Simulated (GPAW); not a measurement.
## Core-hole calculation of the Ga K edge in zinc-blende (GaAs)₁₋ₓ(GaP)ₓ at x = 0.875

Aim: the Ga K edge in zinc-blende (GaAs)₁₋ₓ(GaP)ₓ at x = 0.875, one member of a composition series.

Method: X-ray absorption from dipole matrix elements to empty bands, plane-wave PAW PBE, in GPAW 26.7.0.

This is a report of a sequence of runs, with most program output left out.

## Step 1: The structure

The cell holds 16 atoms: 8 Ga, 7 P and 1 As. Cell: a = 7.745 Å, b = 7.745 Å, c = 7.745 Å, α = 60.0°, β = 60.0°, γ = 60.0°. 16-atom zinc-blende cell, 7 of 8 As sites taken by P at random, lattice constants typed for the ends and interpolated (Vegard).

## Step 2: Relaxation

The cell was built by hand, so its atoms are relaxed first: near-edge features follow bond lengths closely.

File relax.py:

```python
import numpy as np
from ase import Atoms
from ase.parallel import parprint, paropen
from gpaw import GPAW, PW, FermiDirac, Mixer, MixerDif, setup_paths
from ase.optimize import BFGS

atoms = Atoms('GaPGaPGaAsGaPGaPGaPGaPGaP',
    cell=[[0, 5.47625, 5.47625],
     [5.47625, 0, 5.47625],
     [5.47625, 5.47625, 0]],
    scaled_positions=[[0.001169, 0.000553, 0.000358],
     [0.128805, 0.124094, 0.122906],
     [0.997115, 0.001284, 0.497089],
     [0.128191, 0.125133, 0.626533],
     [0.000284, 0.501054, 0.996412],
     [0.123594, 0.622728, 0.125264],
     [0.001488, 0.498256, 0.499798],
     [0.125672, 0.624681, 0.622527],
     [0.495759, 0.997253, 0.998747],
     [0.624205, 0.123924, 0.121659],
     [0.499469, 0.000967, 0.494907],
     [0.622498, 0.126786, 0.626482],
     [0.500365, 0.496217, 0.001084],
     [0.624879, 0.624262, 0.125068],
     [0.499488, 0.500503, 0.500234],
     [0.62607, 0.623473, 0.626488]],
    pbc=True)
atoms.calc = GPAW(legacy_gpaw=True, mode=PW(400, force_complex_dtype=True), xc='PBE', setups={},
    kpts={'size': (3, 3, 3), 'gamma': True}, occupations=FermiDirac(0.08),
    charge=0, mixer=Mixer(0.1, 5, 50), maxiter=150,
    convergence={'density': 0.0001, 'eigenstates': 1e-6}, txt='relax.txt')
steps = []
opt = BFGS(atoms, logfile='-')
opt.attach(lambda: steps.append([atoms.get_potential_energy(), float(np.linalg.norm(atoms.get_forces(), axis=1).max())]))
done = opt.run(fmax=0.05, steps=30)
out = dict(done=bool(done), steps=steps, frac=atoms.get_scaled_positions().tolist())
import json
with paropen('out.json', 'w') as f:
    json.dump(out, f)
```

On the command line:

```
$ OMP_NUM_THREADS=1 mpirun -n 4 gpaw python relax.py
```

Wall time 85 s (4 MPI ranks of Arm Neoverse V2, shared host); peak memory 0.3 GiB.

In 4 steps the energy fell by 97 meV (energies extrapolated to zero smearing) and the largest force to 0.032 eV/Å. Atom 7 (Ga; the text counts from 1, the script from 0) is among those that moved most, by 0.04 Å.

## Step 3: Ground state of the crystal

A plain self-consistent run shows whether there is a gap, which decides the set-up of the core-hole run.

File scf.py:

```python
import numpy as np
from ase import Atoms
from ase.parallel import parprint, paropen
from gpaw import GPAW, PW, FermiDirac, Mixer, MixerDif, setup_paths
from gpaw.test import gen
setup_paths.insert(0, '.')
gen('Ga', name='nch1s', xcname='PBE', corehole=(1, 0, 0), write_xml=True)
from gpaw.mpi import world
world.barrier()

atoms = Atoms('GaPGaPGaAsGaPGaPGaPGaPGaP',
    cell=[[0, 5.47625, 5.47625],
     [5.47625, 0, 5.47625],
     [5.47625, 5.47625, 0]],
    scaled_positions=[[0.9981002, 0.0061007, 0.9977734],
     [0.1246311, 0.1253503, 0.1248214],
     [0.9981051, 0.0015825, 0.4998418],
     [0.1259873, 0.1233422, 0.624735],
     [0.9977144, 0.4985376, 0.9948571],
     [0.1244655, 0.6240168, 0.1245683],
     [0.9982298, 0.4962472, 0.5065371],
     [0.1253283, 0.6266114, 0.6222304],
     [0.4995323, 0.9976744, 0.9980138],
     [0.6252768, 0.1226783, 0.1226169],
     [0.5010314, 0.9999135, 0.4971309],
     [0.6238833, 0.1254771, 0.6234123],
     [0.5064029, 0.4955332, 0.9981872],
     [0.6248327, 0.6229467, 0.1253304],
     [0.5002622, 0.5001537, 0.5003378],
     [0.6252305, 0.6249964, 0.6251325]],
    pbc=True)
atoms.calc = calc = GPAW(legacy_gpaw=True, mode=PW(400, force_complex_dtype=True), xc='PBE', setups={0: 'nch1s'},
    kpts={'size': (3, 3, 3), 'gamma': True}, occupations=FermiDirac(0.05),
    charge=0, mixer=Mixer(0.1, 5, 50), maxiter=150,
    convergence={'density': 0.0001, 'eigenstates': 1e-6}, txt='scf.txt')
energy = atoms.get_potential_energy() + calc.get_reference_energy()
ef = calc.get_fermi_level()
out = dict(energy=energy, fermi=ef, forces=atoms.get_forces().tolist())
parprint(f'all-electron energy {energy:.4f} eV, Fermi level {ef:.4f} eV')
ev = np.array([[calc.get_eigenvalues(k, s) for k in range(len(calc.get_ibz_k_points()))] for s in range(calc.get_number_of_spins())])
out['homo'], out['lumo'], out['counts'] = ev[ev < ef].max(), ev[ev > ef].min(), sorted(set((ev < ef).sum((0, 2)).tolist()))
out['filled'] = (ev[:, 0] < ef).sum(1).tolist()
import json
with paropen('out.json', 'w') as f:
    json.dump(out, f)
```

On the command line:

```
$ OMP_NUM_THREADS=1 mpirun -n 4 gpaw python scf.py
```

Elapsed: 27 s, on 4 MPI ranks; peak memory 0.3 GiB; 1.8 min of CPU time.

The mesh shows a gap of 1.46 eV. The excited electron is kept all the same, so that all members of the series, with or without a gap, are treated alike.

## Step 4: Reference energy of the cell

The photon energy needs a difference of total energies, so the cell and mesh of the coming hole run are first run without a hole.

scf.py: that of step 3 with these lines changed.

```diff
@@ -32,3 +32,3 @@
 atoms.calc = calc = GPAW(legacy_gpaw=True, mode=PW(400, force_complex_dtype=True), xc='PBE', setups={0: 'nch1s'},
-    kpts={'size': (3, 3, 3), 'gamma': True}, occupations=FermiDirac(0.05),
+    kpts={'size': (3, 3, 3), 'gamma': True}, occupations=FermiDirac(0.02),
     charge=0, mixer=Mixer(0.1, 5, 50), maxiter=150,
```

The job ended after 27 s (4 MPI ranks; peak memory 0.3 GiB).

Reference energy: -549772.047 eV with the cores included.

## Step 5: Spectrum with XCH, Ga atom 1

The holes are 7.7 Å apart. In GPAW the data set carries the hole's charge, so charge=0 means a charged cell and charge=-1 a neutral one. The excited electron is kept in the cell, where it fills the lowest empty states and screens the hole. After the field has converged, empty bands are computed with the density fixed and the dipole matrix elements are summed.

The absorber has 3 P at 2.36 Å and 1 As at 2.42 Å (tetrahedral).

File xas.py:

```python
import numpy as np
from ase import Atoms
from ase.parallel import parprint, paropen
from gpaw import GPAW, PW, FermiDirac, Mixer, MixerDif, setup_paths
from gpaw.test import gen
setup_paths.insert(0, '.')
gen('Ga', name='fch1s', xcname='PBE', corehole=(1, 0, 1), write_xml=True)
from gpaw.mpi import world
world.barrier()

atoms = Atoms('GaPGaPGaAsGaPGaPGaPGaPGaP',
    cell=[[0, 5.47625, 5.47625],
     [5.47625, 0, 5.47625],
     [5.47625, 5.47625, 0]],
    scaled_positions=[[0.9981002, 0.0061007, 0.9977734],
     [0.1246311, 0.1253503, 0.1248214],
     [0.9981051, 0.0015825, 0.4998418],
     [0.1259873, 0.1233422, 0.624735],
     [0.9977144, 0.4985376, 0.9948571],
     [0.1244655, 0.6240168, 0.1245683],
     [0.9982298, 0.4962472, 0.5065371],
     [0.1253283, 0.6266114, 0.6222304],
     [0.4995323, 0.9976744, 0.9980138],
     [0.6252768, 0.1226783, 0.1226169],
     [0.5010314, 0.9999135, 0.4971309],
     [0.6238833, 0.1254771, 0.6234123],
     [0.5064029, 0.4955332, 0.9981872],
     [0.6248327, 0.6229467, 0.1253304],
     [0.5002622, 0.5001537, 0.5003378],
     [0.6252305, 0.6249964, 0.6251325]],
    pbc=True)
atoms.calc = calc = GPAW(legacy_gpaw=True, mode=PW(400, force_complex_dtype=True), xc='PBE', setups={0: 'fch1s'},
    kpts={'size': (3, 3, 3), 'gamma': True}, occupations=FermiDirac(0.04),
    charge=-1, mixer=Mixer(0.1, 5, 50), maxiter=150,
    convergence={'density': 0.0001, 'eigenstates': 1e-6}, txt='scf.txt')
energy = atoms.get_potential_energy() + calc.get_reference_energy()
ef = calc.get_fermi_level()
out = dict(energy=energy, fermi=ef, forces=atoms.get_forces().tolist())
parprint(f'all-electron energy {energy:.4f} eV, Fermi level {ef:.4f} eV')
ev = np.array([[calc.get_eigenvalues(k, s) for k in range(len(calc.get_ibz_k_points()))] for s in range(calc.get_number_of_spins())])
out['homo'], out['lumo'], out['counts'] = ev[ev < ef].max(), ev[ev > ef].min(), sorted(set((ev < ef).sum((0, 2)).tolist()))
out['filled'] = (ev[:, 0] < ef).sum(1).tolist()

from ase.units import Ha
from gpaw.xas import dipole_matrix_elements
nb = int(calc.get_number_of_electrons() / 2) + 168
top, nb = nb, nb + 8 + nb // 12
nscf = calc.fixed_density(kpts={'size': (4, 4, 4), 'gamma': True}, nbands=nb,
    convergence={'bands': top, 'eigenstates': 5e-3}, maxiter=60, txt='nscf.txt')
cell = atoms.cell.array
ops = [cell.T @ U.T @ np.linalg.inv(cell.T) for U in nscf.wfs.kd.symmetry.op_scc]
filled = [32]  # bands filled in the ground state, by spin
E = np.arange(-6, 30, 0.1)
fwhm = np.interp(E, [4, 25], [1.82, 3.5])
Y, X, zero, highest = 0, 0, 1e9, 1e9
for spin in range(nscf.get_number_of_spins()):
    wfs = nscf.wfs
    mine = wfs.bd.get_slice()  # this rank's bands
    A = dipole_matrix_elements(wfs.setups[0])
    eps = np.zeros((wfs.kd.nibzkpts, nb))
    d = np.zeros((3, A.shape[1], wfs.kd.nibzkpts, nb), complex)
    for kpt in wfs.kpt_u:
        if kpt.s == spin and 0 in kpt.P_ani:
            eps[kpt.k, mine] = kpt.eps_n * Ha
            d[:, :, kpt.k, mine] = (kpt.weight * wfs.nspins / 2) ** 0.5 * np.inner(A, kpt.P_ani[0])
    world.sum(eps)
    world.sum(d)
    T = np.einsum('amkn,bmkn->abkn', d, d.conj()).real
    T = sum(np.einsum('ai,ijkn,bj->abkn', R, T, R) for R in ops) / len(ops)
    empty = np.ones_like(eps, bool) & (np.arange(nb) >= filled[spin])
    zero, highest = min(zero, eps[empty].min()), min(highest, eps[:, top - 1].min())
    lines = [(eps, T, empty)] if spin == 0 else lines + [(eps, T, empty)]
for eps, T, empty in lines:
    f = np.einsum('aakn->akn', T).reshape(3, -1)
    x = eps.ravel() - zero
    w = np.interp(x, E, fwhm) / 2.35482
    g = np.exp(-0.5 * ((E[:, None] - x) / w) ** 2) / (w * (2 * np.pi) ** 0.5)
    Y = Y + (f * empty.ravel()) @ g.T
    X = X + (f * ~empty.ravel()) @ g.T
out.update(E=E.round(2).tolist(), xas=Y.tolist(), xes=X.tolist(), zero=zero, valid=highest - zero, nk=len(eps), nb=nb)
for i in range(0, len(E), 10):
    parprint(f'{E[i]:7.2f}', *(f'{v:10.3e}' for v in Y[:, i]))
import json
with paropen('out.json', 'w') as f:
    json.dump(out, f)
```

On the command line:

```
$ OMP_NUM_THREADS=1 mpirun -n 4 gpaw python xas.py
```

Wall time 3.7 min (4 MPI ranks); peak memory 0.64 GiB; 15 min of CPU time.

The Ga K spectrum, Ga atom 1, excited-electron core hole (neutral cell) (energy from the bottom of the conduction band, which holds the excited electron; intensity scaled to a mean of 1 over the first 20 eV):

```tsv
E (eV)	intensity
-2.0	0.00
-1.5	0.00
-1.0	0.01
-0.5	0.05
0.0	0.15
0.5	0.32
1.0	0.54
1.5	0.79
2.0	1.02
2.5	1.25
3.0	1.49
3.5	1.69
4.0	1.72
4.5	1.57
5.0	1.34
5.5	1.12
6.0	0.97
6.5	0.92
7.0	0.94
7.5	0.96
8.0	0.95
8.5	0.91
9.0	0.88
9.5	0.91
10.0	0.98
10.5	1.05
11.0	1.10
11.5	1.11
12.0	1.10
12.5	1.07
13.0	1.04
13.5	1.02
14.0	1.00
14.5	0.97
15.0	0.93
15.5	0.89
16.0	0.86
16.5	0.85
17.0	0.86
17.5	0.87
18.0	0.87
18.5	0.85
19.0	0.82
19.5	0.80
20.0	0.79
20.5	0.80
21.0	0.80
21.5	0.80
22.0	0.79
22.5	0.76
23.0	0.74
23.5	0.71
24.0	0.70
24.5	0.70
25.0	0.71
25.5	0.73
```

Main maxima below 25 eV (height): 3.8 eV (1.73), 7.6 eV (0.96) and 11.6 eV (1.11). A K edge sees empty p states on the absorber.

The energy difference (zero at 10402 eV) isn't read as a photon energy: for so heavy an absorber the terms left out (the hole's spin, the functional's error) amount to tens of eV or more.

## Step 6: What came out

```yaml
absorber_and_edge: Ga K, atom 1 of the ground-state input (counted from 1)
surroundings: 3 P at 2.36 Å and 1 As at 2.42 Å (tetrahedral)
highest_intensity_below_24_ev: 3.8 eV above the zero, height 1.73
```

In words: The Ga K edge of atom 1, with 3 P at 2.36 Å and 1 As at 2.42 Å (tetrahedral), has its highest intensity of the first 24 eV at 3.8 eV above the zero, 1.7 times the mean level of the first 20 eV (Gaussian full width 1.82 eV up to 4 eV, rising linearly to 3.5 eV at 25 eV). The script folds with a Gaussian, whereas the core hole's own line is a Lorentzian, so the onset is too steep and the first peak too high.

[Logs are printed without paths, hosts, clocks, repeated set-up lines and the standing remarks that a program may print on its own settings, such as how far it seeks lower states.]

[Hosts, paths, dates, database ids (printed as entryN), source tags and the programs' standing remarks are cut or masked in the printed files.]

[Lists of maxima count a maximum above −3 eV only where it reaches 4 % of the highest in the window and stands out from its surroundings by 2 % of it (1.5 % where it reaches 55 %); shoulders and weaker maxima are passed over, and of the rest the first, up to two pre-edge ones and the few strongest are named.]
